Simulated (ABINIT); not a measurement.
# SiSnTeSe2 (P4/mmm): zone-centre phonons

Aim: the zone-centre modes of SiSnTeSe2 (P4/mmm).

Program: ABINIT 10.8.3. Level of theory: DFT LDA, scalar-relativistic, plane waves, HGH norm-conserving pseudopotentials. Results are calculated unless marked as measured.

Report form: the programs' logs are mostly left out.

The structure was built from a prototype and need not be the compound's stable phase.

## (1) The starting structure

It takes space group P4/mmm (No. 123, tetragonal). The conventional cell has a = 4.766 Å, b = 4.766 Å, c = 4.766 Å, α = 90.00°, β = 90.00°, γ = 90.00°. Nearest to Sn lie 4 Te at 3.37 Å and 8 Se at 3.37 Å. Si has 2 Te at 2.38 Å and 4 Se at 2.38 Å nearest. Se has 2 Si at 2.38 Å and 4 Sn at 3.37 Å nearest. Nearest to Te lie 2 Si at 2.38 Å and 4 Sn at 3.37 Å. Farther neighbours and most contacts between anions are not listed.

## (2) A first look

A first run with smearing and empty bands tells whether the crystal has a gap, which decides between fixed occupations and smearing later on.

File probe.abi:

```
# ground state
tolvrs 1.0d-08
prtden 1
prtwf 1

# basis, mesh and filling
ecut 20.0
ixc 7
ngkpt 4 4 4
nshiftk 1
shiftk 0.0 0.0 0.0
istwfk *1
occopt 7
tsmear 0.005
nband 20
nstep 100
diemac 9.0
prtebands 0
prtgsr 0

# cell and atoms
acell 3*1.0 Angstrom
rprim 
    4.76593333 0.0 0.0
    0.0 4.76593333 0.0
    0.0 0.0 4.76593333
ntypat 4
znucl 50 14 34 52
natom 5
typat 1 2 3 3 4
xred 
    0.0 0.0 0.0
    0.5 0.5 0.5
    0.5 0.0 0.5
    0.0 0.5 0.5
    0.5 0.5 0.0
pp_dirpath "./pseudo"
pseudos "Sn.hgh, Si.hgh, Se.hgh, Te.hgh"
```

Started as:

```bash
$ OMP_NUM_THREADS=1 mpirun -n 4 abinit probe.abi > probe.log
```

It took 8.9 s on 4 MPI ranks of Arm Neoverse V2, shared host.

Numbers from this step:

| Quantity | Value |
| --- | --- |
| volume per atom | 21.65 Å³ |
| pressure | 7.408 GPa |
| gap on the k-mesh | 0 eV |

No gap opens on this mesh, so smearing is kept; the printed pressure holds the stress of the finite basis too.

## (3) Rough relaxation

The typed start is rough, so a first relaxation with smearing and loose thresholds takes it towards rest cheaply.

File prerelax.abi:

```
# relaxation
ionmov 2
optcell 2
dilatmx 1.15
chkdilatmx 0
ntime 40
tolmxf 3.0d-04
tolvrs 1.0d-10
prtwf 0
prtden 0
chksymtnons 0

# basis, mesh and filling
ecut 21.0
ecutsm 3.0
ixc 7
ngkpt 4 4 4
nshiftk 1
shiftk 0.0 0.0 0.0
istwfk *1
occopt 7
tsmear 0.005
nband 20
nstep 100
diemac 1000000.0
prtebands 0
prtgsr 0

# cell and atoms
acell 3*1.0 Angstrom
rprim 
    4.76593333 0.0 0.0
    0.0 4.76593333 0.0
    0.0 0.0 4.76593333
ntypat 4
znucl 50 14 34 52
natom 5
typat 1 2 3 3 4
xred 
    0.0 0.0 0.0
    0.5 0.5 0.5
    0.5 0.0 0.5
    0.0 0.5 0.5
    0.5 0.5 0.0
pp_dirpath "./pseudo"
pseudos "Sn.hgh, Si.hgh, Se.hgh, Te.hgh"
```

Started as:

```bash
$ OMP_NUM_THREADS=1 mpirun -n 4 abinit prerelax.abi > prerelax.log
```

Run time: 2.3 min. Hardware: 4 MPI ranks.

Step by step:

```tsv
step	energy less that of the first step (eV)	largest force (eV/Å)	volume (Å³)
1	0.0000	0.0000	108.25
2	-0.2195	0.0000	111.02
3	-0.5538	0.0000	119.47
4	-0.5780	0.0000	121.32
5	-0.5885	0.0000	121.96
6	-0.5993	0.0000	121.92
7	-0.6060	0.0000	121.23
8	-0.6069	0.0000	120.79
9	-0.6072	0.0000	120.34
```

```tsv
cell as run	before	after	change
a (Å)	4.766	4.741	-0.5 %
b (Å)	4.766	4.741	-0.5 %
c (Å)	4.766	5.353	+12.3 %
volume (Å³/atom)	21.65	24.07	+11.2 %
```

Final coordinates:

```xyz
5
Lattice="4.7414 0.0000 0.0000 0.0000 4.7414 0.0000 0.0000 0.0000 5.3531" Properties=species:S:1:pos:R:3 pbc="T T T"
Sn    0.0000    0.0000    0.0000
Si    2.3707    2.3707    2.6766
Se    2.3707    0.0000    2.6766
Se    0.0000    2.3707    2.6766
Te    2.3707    2.3707    0.0000
```

This step gave:

```
volume per atom : 24.07 Å³
pressure        : -8.00e-4 GPa
```

The volume changes by +11.2 % in this run and stands +11.2 % from the first cell.

## (4) Relaxation

The harmonic expansion needs vanishing forces, and a free crystal bears no stress, so cell and atoms are brought to rest. Stress is more sensitive to the basis than forces are: the last 3 Ha under the cutoff are smoothed with ecutsm, and the cutoff is raised above that of the later runs.

File relax.abi:

```
# relaxation
ionmov 2
optcell 2
dilatmx 1.08
ntime 40
tolmxf 1.0d-05
tolvrs 1.0d-14
prtwf 0
prtden 0
chksymtnons 0

# basis, mesh and filling
ecut 26.0
ecutsm 3.0
ixc 7
ngkpt 6 6 4
nshiftk 1
shiftk 0.0 0.0 0.0
istwfk *1
occopt 3
tsmear 0.01
nband 20
nstep 100
diemac 1000000.0
prtebands 0
prtgsr 0

# cell and atoms
acell 3*1.0 Angstrom
rprim 
    4.741420979 0.0 0.0
    0.0 4.741420979 0.0
    0.0 0.0 5.353143857
ntypat 4
znucl 50 14 34 52
natom 5
typat 1 2 3 3 4
xred 
    0.0 0.0 0.0
    0.5 0.5 0.5
    0.5 0.0 0.5
    0.0 0.5 0.5
    0.5 0.5 0.0
pp_dirpath "./pseudo"
pseudos "Sn.hgh, Si.hgh, Se.hgh, Te.hgh"
```

Started as:

```bash
$ OMP_NUM_THREADS=1 mpirun -n 4 abinit relax.abi > relax.log
```

Elapsed: 3.8 min, on 4 MPI ranks; 15 min of CPU time.

Relaxation path:

```tsv
step	energy less that of the first step (eV)	largest force (eV/Å)	volume (Å³)
1	0.0000	0.0000	120.34
2	-0.0001	0.0000	120.42
3	-0.0006	0.0000	120.83
4	-0.0006	0.0000	120.83
5	-0.0007	0.0000	120.74
6	-0.0007	0.0000	120.70
7	-0.0007	0.0000	120.69
```

```tsv
conventional cell, symmetrised	before	after	change
a (Å)	4.741	4.754	+0.3 %
b (Å)	4.741	4.754	+0.3 %
c (Å)	5.353	5.341	-0.2 %
volume (Å³/atom)	24.07	24.14	+0.3 %
```

This step gave:

* volume per atom: 24.14 Å³
* pressure: -7.54e-5 GPa

The volume changes by +0.3 % in this run and stands +11.5 % from the first cell.

## (5) Ground state

First-order wavefunctions inherit every error of the ground state, hence the very tight tolvrs. Smearing stays on, as the first look found no gap above 0.3 eV.

File gs.abi:

```
# ground state
tolvrs 1.0d-16
prtden 1
prtwf 1

# basis, mesh and filling
ecut 20.0
ixc 7
ngkpt 6 6 4
nshiftk 1
shiftk 0.0 0.0 0.0
istwfk *1
occopt 3
tsmear 0.01
nband 20
nstep 100
diemac 1000000.0
prtebands 0
prtgsr 0

# cell and atoms
acell 3*1.0 Angstrom
rprim 
    4.753843357 0.0 0.0
    0.0 4.753843357 0.0
    0.0 0.0 5.340512343
ntypat 4
znucl 50 14 34 52
natom 5
typat 1 2 3 3 4
xred 
    0.0 0.0 0.0
    0.5 0.5 0.5
    0.5 0.0 0.5
    0.0 0.5 0.5
    0.5 0.5 0.0
pp_dirpath "./pseudo"
pseudos "Sn.hgh, Si.hgh, Se.hgh, Te.hgh"
```

Started as:

```bash
$ OMP_NUM_THREADS=1 mpirun -n 4 abinit gs.abi > gs.log
```

Run time: 26 s. Hardware: 4 MPI ranks; 1.7 min of CPU time.

Read from the output:

```
pressure : -0.7401 GPa
```

The cell stands at -0.74 GPa: the relaxation ran with a smoothed and higher cutoff, and the difference is a stress of the finite basis.

## (6) Linear response at Γ

At q = 0 one unit cell holds all displacements. The response is solved for single atoms along the cell's directions, and symmetry skips those that follow from others. The crystal is treated as a metal, which screens a static field, so no field response is asked.

File dfpt_gamma.abi:

```

# common to the responses
getwfk_filepath "gso_WFK"
kptopt 2
nqpt 1
qpt 0.0 0.0 0.0
asr 0
chneut 0

# displacements
rfphon 1
rfatpol 1 5
rfdir 1 1 1
tolvrs 1.0d-10
prtwf 0

# basis, mesh and filling
ecut 20.0
ixc 7
ngkpt 6 6 4
nshiftk 1
shiftk 0.0 0.0 0.0
istwfk *1
occopt 3
tsmear 0.01
nband 20
nstep 100
diemac 1000000.0
prtebands 0
prtgsr 0

# cell and atoms
acell 3*1.0 Angstrom
rprim 
    4.753843357 0.0 0.0
    0.0 4.753843357 0.0
    0.0 0.0 5.340512343
ntypat 4
znucl 50 14 34 52
natom 5
typat 1 2 3 3 4
xred 
    0.0 0.0 0.0
    0.5 0.5 0.5
    0.5 0.0 0.5
    0.0 0.5 0.5
    0.5 0.5 0.0
pp_dirpath "./pseudo"
pseudos "Sn.hgh, Si.hgh, Se.hgh, Te.hgh"
```

Started as:

```bash
$ OMP_NUM_THREADS=1 mpirun -n 4 abinit dfpt_gamma.abi > dfpt_gamma.log
```

It took 4.6 min on 4 MPI ranks; 19 min of CPU time.

Read from the output:

| Property | Result |
| --- | --- |
| largest acoustic frequency at the zone centre before the sum rule | -1.92 cm⁻¹ |
| highest optical zone-centre mode (no LO-TO term) | 255.0 cm⁻¹ |
| lowest optical zone-centre mode | -137.9 cm⁻¹ |

The acoustic modes at Γ come out as far as 1.9 cm⁻¹ from zero, where they should vanish, a small numerical error. The lowest optical mode is imaginary, 138i cm⁻¹, an instability at this level and on this k mesh.

## (7) Zone-centre analysis

anaddb reads the merged derivatives and imposes the acoustic sum rule.

File anaddb.abi:

```
ddb_filepath "gamma_DDB"
output_file "anaddb.abo"
outdata_prefix "anaddb"
asr 1
chneut 1
enunit 2
eivec 1
nph1l 1
qph1l 0.0 0.0 0.0 1.0
```

File mrgddb.in:

```
gamma_DDB
merged
2
dfpt_gammao_DDB
gso_DDB
```

Started as:

```bash
$ mrgddb < mrgddb.in > mrgddb.log
$ OMP_NUM_THREADS=1 anaddb anaddb.abi > anaddb.log
```

It took 0.49 s on 1 thread.

No LO-TO term; unit eigenvectors of the mass-weighted matrix, from anaddb's displacements. The modes at Γ (shares of kinetic energy by element, %) (negative means imaginary):

```tsv
mode	frequency (cm⁻¹)	Sn %	Si %	Se %	Te %
1	-137.9	7	52	40	1
2	-98.5	31	12	48	9
3	-98.5	31	12	48	9
4	-73.7	0	0	100	0
5	-65.6	66	16	4	15
6	-56.1	34	12	30	23
7	-56.1	34	12	30	23
8	-27.3	8	19	36	37
9	-27.3	8	19	36	37
10	0.0	27	6	37	30
11	0.0	27	6	37	30
12	0.0	27	6	37	30
13	164.5	0	26	19	54
14	255.0	0	50	49	1
15	255.0	0	50	49	1
```

Displacements in mode 1 (-137.9 cm⁻¹), the largest set to 1:
```
Sn1  0.00  0.00  0.17
Si2  0.00  0.00  1.00
Se3  0.00  0.00 -0.37
Se4  0.00  0.00 -0.37
Te5  0.00  0.00  0.08
```

Displacements in mode 4 (-73.7 cm⁻¹), the largest set to 1:
```
Sn1  0.00  0.00  0.00
Si2  0.00  0.00  0.00
Se3  0.00  0.00  1.00
Se4  0.00  0.00 -1.00
Te5  0.00  0.00  0.00
```

The rule moves no optical mode by more than 0.1 cm⁻¹.

## (8) Outcome

```json
{
 "space group after relaxation": "P4/mmm",
 "volume per atom": "24.1 Å³",
 "highest optical zone-centre mode (no LO-TO term)": "255.0 cm⁻¹",
 "lowest optical zone-centre mode": "-137.9 cm⁻¹",
 "imaginary optical modes at the zone centre (no q mesh in this session)": "yes"
}
```

**Reading.** At the LDA level the optical modes of SiSnTeSe2 (P4/mmm) at the zone centre run from 138i to 255 cm⁻¹, so the structure is a saddle point, with 9 modes beyond 10i cm⁻¹ there. The base run prints -0.74 GPa, mostly the error of a finite basis; the relaxation, with a smoothed and higher cutoff, had brought the cell to rest. These are harmonic frequencies: anharmonic shifts and widths and the lattice's thermal expansion are left out. The Fermi-Dirac smearing of 0.01 Ha is an electronic temperature of 3158 K, which adds a pressure of its own and can shift the volume and soft modes. Spin-orbit coupling is left out, which can matter for the heavy elements here. The HGH files keep few electrons and have no core correction, which is cheap but rough for Sn. In a metal the frequencies hang on the k mesh and the smearing, most of all near Kohn anomalies. The structure is a hypothetical one, built on a prototype.

[Host names and launcher messages were left out of these logs when they were recorded.]

[Logs are printed without paths, hosts, clocks, repeated set-up lines and the standing remarks that a program may print on its own settings, such as how far it seeks lower states.]

[Hosts, paths, dates, database ids (printed as entryN), source tags and the programs' standing remarks are cut or masked in the printed files.]
